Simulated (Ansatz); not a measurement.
# What SiGe2 (model cell, started as antifluorite) distorts into

Which phase does SiGe2 (model cell, started as antifluorite) fall into along its unstable mode, and how much energy does it gain?

Method: DFT PBEsol, scalar-relativistic, plane waves, PAW, in Ansatz 0.2.0.

Most raw output is cut from this account.

The structure was built from a prototype and need not be the compound's stable phase.

### Step 1. The starting structure

Symmetry: Fm-3m, No. 225, cubic system. Conventional cell: a = 6.119 Å, b = 6.119 Å, c = 6.119 Å, α = 90.00°, β = 90.00°, γ = 90.00°. Nearest to Si lie 8 Ge at 2.65 Å. Nearest to Ge lie 4 Si at 2.65 Å. Farther neighbours are not listed.

### Step 2. Phonons on a q mesh

The cell comes from relaxations at this level that are not shown. Stability and thermal properties need the whole zone. Linear response on a 4×4×4 q mesh gives force constants as far as a supercell of that size would.

File input.yaml:

```yaml
crystal:
  lattice:
    - [0.0, 3.0597254466, 3.0597254466]
    - [3.0597254466, 0.0, 3.0597254466]
    - [3.0597254466, 3.0597254466, 0.0]
  atoms:
    - { symbol: Si, position: [0.0, 0.0, 0.0] }
    - { symbol: Ge, position: [0.25, 0.25, 0.25] }
    - { symbol: Ge, position: [0.75, 0.75, 0.75] }
kpoints:
  mp_grid: { grid: [12, 12, 12] }
hamiltonian:
  xc: pbesol
scf:
  occupations: { method: methfessel_paxton, width: 0.15 }
output:
  eigenvalues: true
phonons:
  method: dfpt
  qmesh: [4, 4, 4]
  temperatures: { t_max: 1000, t_step: 50 }
  qpath:
    path:
      - [[0.0, 0.0, 0.0], [0.5, 0.0, 0.5], [0.625, 0.25, 0.625]]
      - [[0.375, 0.375, 0.75], [0.0, 0.0, 0.0], [0.5, 0.5, 0.5], [0.5, 0.25, 0.75], [0.5, 0.0, 0.5]]
    npoints: 10
```

Command:

```console
> ansatz run input.yaml --threads 4 --pin off --max-ram 7168MiB --backend cpu --events-out ev --progress --plain --runs-dir out
```

It took 6.1 min on 4 threads of Arm Neoverse V2, shared host; peak memory 4 GiB; 24 min of CPU time.

Numbers from this step:

| Item | Value |
| --- | --- |
| volume per atom | 19.10 Å³ |
| gap on the k-mesh | 0 eV |
| sum-rule residual before enforcement | 1.62e-5 eV/Å² |
| lowest frequency on the path | -47.02 cm⁻¹ |
| point group | m-3m |
| highest frequency on the path or at a solved wavevector | 232.3 cm⁻¹ |
| highest optical mode at the zone centre (no LO-TO term) | 232.3 cm⁻¹ |
| lowest optical zone-centre mode | 139.0 cm⁻¹ |
| lowest mode on the q mesh (acoustic modes at Γ apart) | -46.4 cm⁻¹ |

Frequencies (cm⁻¹) solved at each irreducible wavevector; negative means imaginary. Frequencies by wavevector, by row:

| q in reciprocal lattice units | star | mode 1 | mode 2 | mode 3 | mode 4 | mode 5 | mode 6 | mode 7 | mode 8 | mode 9 |
| --- | --- | --- | --- | --- | --- | --- | --- | --- | --- | --- |
| 0 0 0 | 1 | 0 | 0 | 0 | 139 | 139 | 139 | 232.3 | 232.3 | 232.3 |
| 0 0 0.25 | 8 | 13 | 13 | 58.7 | 93.6 | 120.7 | 120.7 | 217.1 | 224.4 | 224.4 |
| 0 0 -0.5 | 4 | 33.8 | 33.8 | 58.1 | 102.4 | 111.9 | 111.9 | 193.1 | 219.3 | 219.3 |
| 0 0.25 0.25 | 6 | -30 | -30 | 73.6 | 108.7 | 108.7 | 111.2 | 198.3 | 216.2 | 216.2 |
| 0 0.25 -0.5 | 24 | -29.6 | 33.1 | 65.6 | 93.8 | 100.2 | 115.8 | 202.3 | 221.4 | 225.1 |
| 0 0.25 -0.25 | 12 | -46.4 | -9.7 | 80.1 | 81.8 | 115.9 | 115.9 | 212.9 | 219.2 | 220.2 |
| 0 -0.5 -0.5 | 3 | 50.1 | 50.1 | 80.1 | 85.1 | 85.1 | 118.9 | 186.4 | 212.6 | 212.6 |
| 0.25 -0.5 -0.25 | 6 | -27.7 | 40.7 | 40.7 | 66.2 | 89.3 | 111.3 | 216.3 | 216.3 | 217.1 |

Interpolated from a 4×4×4 q mesh. The phonon branches at the labelled points (cm⁻¹):

| point | branch 1 | branch 2 | branch 3 | branch 4 | branch 5 | branch 6 | branch 7 | branch 8 | branch 9 |
| --- | --- | --- | --- | --- | --- | --- | --- | --- | --- |
| Γ | 0 | 0 | 0 | 139 | 139 | 139 | 232 | 232 | 232 |
| halfway | -30 | -30 | 74 | 109 | 109 | 111 | 198 | 216 | 216 |
| X | 50 | 50 | 80 | 85 | 85 | 119 | 186 | 213 | 213 |
| halfway | 46 | 46 | 68 | 82 | 88 | 117 | 193 | 214 | 219 |
| U | 34 | 37 | 44 | 78 | 97 | 119 | 205 | 218 | 225 |
| jump to K | 34 | 37 | 44 | 78 | 97 | 119 | 205 | 218 | 225 |
| halfway | -41 | -16 | 85 | 88 | 105 | 123 | 213 | 220 | 222 |
| Γ | 0 | 0 | 0 | 139 | 139 | 139 | 232 | 232 | 232 |
| halfway | 13 | 13 | 59 | 94 | 121 | 121 | 217 | 224 | 224 |
| L | 34 | 34 | 58 | 102 | 112 | 112 | 193 | 219 | 219 |
| halfway | -14 | 22 | 58 | 90 | 102 | 121 | 211 | 220 | 222 |
| W | -28 | 41 | 41 | 66 | 89 | 111 | 216 | 216 | 217 |
| halfway | 32 | 47 | 67 | 72 | 89 | 114 | 198 | 216 | 220 |
| X | 50 | 50 | 80 | 85 | 85 | 119 | 186 | 213 | 213 |

Symmetry leaves 8 wavevectors to solve. The lowest mode among them, the acoustic zeros apart, lies at q = (0, 0.25, -0.25) and is imaginary, 46.4i cm⁻¹, so the energy falls along it.

### Step 3. The mode frozen in, largest atomic shift 0 Å

The mode followed lies at q = (0, 0.25, -0.25) with frequency 46.4i cm⁻¹, the softest among the wavevectors solved. At small amplitude the distorted cell has space group no. 62 by a symmetry search on the positions. The undistorted cell that holds it gives the zero of energy on the same k mesh.

System of this step: SiGe2 (model cell, started as antifluorite). Symmetry: Fm-3m, No. 225, cubic system. The conventional cell has a = 6.119 Å, b = 6.119 Å, c = 6.119 Å, α = 90.00°, β = 90.00°, γ = 90.00°. Si has 8 Ge at 2.65 Å nearest. Nearest to Ge lie 4 Si at 2.65 Å. Farther neighbours are not listed.

File input.yaml:

```yaml
crystal:
  lattice:
    - [0.0, 3.0597254466, 3.0597254466]
    - [-6.1194508932, 0.0, 0.0]
    - [0.0, -6.1194508932, 6.1194508932]
  atoms:
    - { symbol: Si, position: [0.5, 0.5, 0.25] }
    - { symbol: Si, position: [0.5, 0.5, 0.75] }
    - { symbol: Si, position: [0.0, 0.0, 0.5] }
    - { symbol: Si, position: [0.0, 0.0, 0.0] }
    - { symbol: Ge, position: [0.5, 0.75, 0.0] }
    - { symbol: Ge, position: [0.5, 0.75, 0.5] }
    - { symbol: Ge, position: [0.0, 0.25, 0.25] }
    - { symbol: Ge, position: [0.0, 0.25, 0.75] }
    - { symbol: Ge, position: [0.5, 0.25, 0.0] }
    - { symbol: Ge, position: [0.5, 0.25, 0.5] }
    - { symbol: Ge, position: [0.0, 0.75, 0.25] }
    - { symbol: Ge, position: [0.0, 0.75, 0.75] }
kpoints:
  mp_grid: { grid: [8, 6, 4] }
hamiltonian:
  xc: pbesol
scf:
  occupations: { method: methfessel_paxton, width: 0.15 }
output:
  forces: true
  stress: true
  eigenvalues: true
```

It took 11 s on 4 threads; peak memory 1.1 GiB; 43 s of CPU time.

This step gave:

```yaml
pressure: -0.3637 GPa
energy_from_the_undistorted_cell: 0 meV/atom
```

The run ends at a pressure of -0.36 GPa.

### Step 4. The mode frozen in, largest atomic shift 0.32 Å

The atoms are moved along the unstable eigenvector, the largest shift by 0.32 Å, with the cell fixed.

File input.yaml:

```yaml
crystal:
  lattice:
    - [0.0, 3.0597254466, 3.0597254466]
    - [-6.1194508932, 0.0, 0.0]
    - [0.0, -6.1194508932, 6.1194508932]
  atoms:
    - { symbol: Si, position: [0.5, 0.5522922735, 0.25] }
    - { symbol: Si, position: [0.5, 0.4477077265, 0.75] }
    - { symbol: Si, position: [0.0, 0.0522922735, 0.5] }
    - { symbol: Si, position: [0.0, -0.0522922735, 0.0] }
    - { symbol: Ge, position: [0.5, 0.7279207692, -0.0242491896] }
    - { symbol: Ge, position: [0.5, 0.7720792308, 0.5242491896] }
    - { symbol: Ge, position: [0.0, 0.2720792308, 0.2257508104] }
    - { symbol: Ge, position: [0.0, 0.2279207692, 0.7742491896] }
    - { symbol: Ge, position: [0.5, 0.2279207692, 0.0242491896] }
    - { symbol: Ge, position: [0.5, 0.2720792308, 0.4757508104] }
    - { symbol: Ge, position: [0.0, 0.7720792308, 0.2742491896] }
    - { symbol: Ge, position: [0.0, 0.7279207692, 0.7257508104] }
kpoints:
  mp_grid: { grid: [8, 6, 4] }
hamiltonian:
  xc: pbesol
scf:
  occupations: { method: methfessel_paxton, width: 0.15 }
output:
  forces: true
  stress: true
  eigenvalues: true
```

Wall time 13 s (4 threads); peak memory 1.2 GiB; 50 s of CPU time.

This step gave:

- pressure: -0.7518 GPa
- energy from the undistorted cell: -10.98 meV/atom

The energy, extrapolated to zero smearing, is -10.98 meV/atom against the undistorted cell.

The run ends at a pressure of -0.75 GPa, with forces up to 0.18 eV/Å.

### Step 5. Energy along the mode, all amplitudes (two of the runs are shown above)

An imaginary frequency means negative curvature, so the energy should fall and then rise again as anharmonic terms take over.

This step gave:

```
depth at the lowest point sampled  : 10.98 meV/atom
largest atomic shift at that point : 0.32 Å
```

Energy from the parent against largest atomic shift:

| largest atomic shift (Å) | energy from the parent (meV/atom) |
| --- | --- |
| 0.000 | 0 |
| 0.040 | -0.335 |
| 0.080 | -1.28 |
| 0.140 | -3.61 |
| 0.220 | -7.62 |
| 0.320 | -11.0 |
| 0.450 | -7.25 |
| 0.600 | 11.2 |

Displacement at unit largest shift by atom:

```csv
atom,x (Å),y (Å),z (Å),size
Si1,-1.00,0.00,0.00,1.00
Si2,1.00,0.00,0.00,1.00
Si3,-1.00,0.00,0.00,1.00
Si4,1.00,0.00,0.00,1.00
Ge5,0.42,0.46,-0.46,0.78
Ge6,-0.42,-0.46,0.46,0.78
Ge7,-0.42,0.46,-0.46,0.78
Ge8,0.42,-0.46,0.46,0.78
Ge9,0.42,-0.46,0.46,0.78
Ge10,-0.42,0.46,-0.46,0.78
Ge11,-0.42,-0.46,0.46,0.78
Ge12,0.42,0.46,-0.46,0.78
```

The lowest of the steps tried is at 0.32 Å, 11.0 meV/atom below the parent; the bottom of the well need not coincide with a step.

### Step 6. Relaxation from the frozen mode

Starting from the lowest point found, all atoms and the cell are let go, so that strain and other modes of the same symmetry can join in.

input.yaml, as its differences from that of step 4:

```diff
@@ -28 +28,6 @@
   eigenvalues: true
+relax:
+  adjacent_minimum: "off"
+  f_tol: 0.002
+  max_steps: 120
+  cell: { stress_tol: 0.03 }
```

The job ended after 4.4 min (4 threads; peak memory 1.2 GiB).

Step by step:

```
step  energy less that of the first step (eV)  largest force component (eV/Å)  pressure (GPa)  volume (Å³)
   1                                   0.0000                          0.1819           -0.75       229.16
   2                                  -0.0563                          0.0874            0.01       226.64
   3                                  -0.1012                          0.1523            0.22       226.41
   4                                  -0.1552                          0.1072            0.03       226.69
   5                                  -0.2610                          0.1050            0.00       225.93
   6                                  -0.3495                          0.1795           -0.28       225.53
   7                                  -0.4171                          0.1247            0.27       222.55
   8                                  -0.3912                          0.1829            0.95       219.44
   9                                  -0.4720                          0.0515           -0.49       224.76
  10                                  -0.4844                          0.0468            0.51       222.31
  11                                  -0.4896                          0.0217           -0.03       223.57
  12                                  -0.4900                          0.0074            0.00       223.44
  13                                  -0.4900                          0.0066            0.01       223.45
  14                                  -0.4901                          0.0010            0.00       223.48
 15*                                  -0.4932                          0.0013            0.04       223.48
  16                                  -0.4932                          0.0032           -0.01       223.60
  17                                  -0.4932                          0.0004            0.00       223.58
 18*                                  -0.4932                          0.0004            0.00       223.58
```

Relaxation steps marked * repeat the geometry before them on a plane-wave basis chosen anew for their cell, so energy and pressure can jump there. Relaxation step 8 was tried and not accepted.

Forces are held to the 8 operations that the run works with; a distortion that breaks them can't arise in this run.

```
     cell as run  before  after   change
           a (Å)   4.327  3.755  -13.2 %
           b (Å)   6.119  6.469   +5.7 %
           c (Å)   8.654  9.205   +6.4 %
volume (Å³/atom)   19.10  18.63   -2.4 %
```

The atoms that moved most (Å, as changes of fractional coordinates times the final cell):

| atom | dx | dy | dz | length |
| --- | --- | --- | --- | --- |
| Ge11 | -0.597 | 0.140 | -0.140 | 0.629 |
| Ge8 | 0.597 | 0.140 | -0.140 | 0.629 |
| Ge10 | -0.597 | -0.140 | 0.140 | 0.629 |
| Ge5 | 0.597 | -0.140 | 0.140 | 0.629 |
| Si2 | 0.373 | -0.211 | 0.211 | 0.478 |
| Si1 | -0.373 | -0.211 | 0.211 | 0.478 |
| Si3 | -0.373 | 0.211 | -0.211 | 0.478 |
| Si4 | 0.373 | 0.211 | -0.211 | 0.478 |

The relaxed structure:

```xyz
12
Lattice="0.0000 2.6550 2.6550 -6.4690 0.0000 0.0000 0.0000 -6.5087 6.5087" Properties=species:S:1:pos:R:3 pbc="T T T"
Si   -3.9455   -0.5108    3.1658
Si   -2.5235   -3.7652    6.4202
Si   -0.7110   -3.0432    3.0432
Si    0.7110    0.2111   -0.2111
Ge   -4.1117    1.3452    1.3098
Ge   -5.3452   -2.1358    4.7908
Ge   -2.1107   -1.4182    1.4182
Ge   -0.8772   -4.8992    4.8992
Ge   -1.1238    1.1186    1.5365
Ge   -2.3573   -1.9092    4.5642
Ge   -5.5918   -1.6449    1.6449
Ge   -4.3583   -4.6726    4.6726
```

This step gave:

```
pressure        : 5.84e-5 GPa
volume per atom : 18.63 Å³
```

The distorted start has space group Pnma; the relaxation ends in Pnma.

### Step 7. Summary of results

| Quantity | Value |
| --- | --- |
| unstable mode of the parent | q = (0, 0.25, -0.25), 46i cm⁻¹ |
| depth at the lowest point sampled | 11.0 meV/atom |
| largest atomic shift at that point | 0.32 Å |
| space group reached (within 0.01 Å) | Pnma |
| energy gained over the parent (first relaxation, on the mesh of the frozen mode) | 52.0 meV/atom |
| volume per atom, phase reached | 18.6 Å³ |

**Reading.** Along this mode the structure falls into Pnma, 52.0 meV/atom below the parent. At the parent's cell the well is 10.98 meV/atom deep on the steps tried, with its lowest point at a shift of 0.32 Å. Relaxing atoms and cell changes the gain by +40.99 meV/atom against the lowest step (energies at zero smearing). Most of the total comes from this relaxation. The modes of the phase reached were not computed on this path. Of the 4 patterns followed to their end from this parent, this one reaches the lowest energy. Each path keeps the symmetry of its pattern, so a lower phase may lie along a pattern not tried. With no gap, or one that is small against the smearing, the frequencies hang on the k mesh and the smearing, most of all near Kohn anomalies. The starting cell was built on a prototype and not taken from a measurement, so the phase need not exist.

[Logs are printed without paths, hosts, clocks, repeated set-up lines and the standing remarks that a program may print on its own settings, such as how far it seeks lower states.]

[Hosts, paths, dates, database ids (printed as entryN), source tags and the programs' standing remarks are cut or masked in the printed files.]
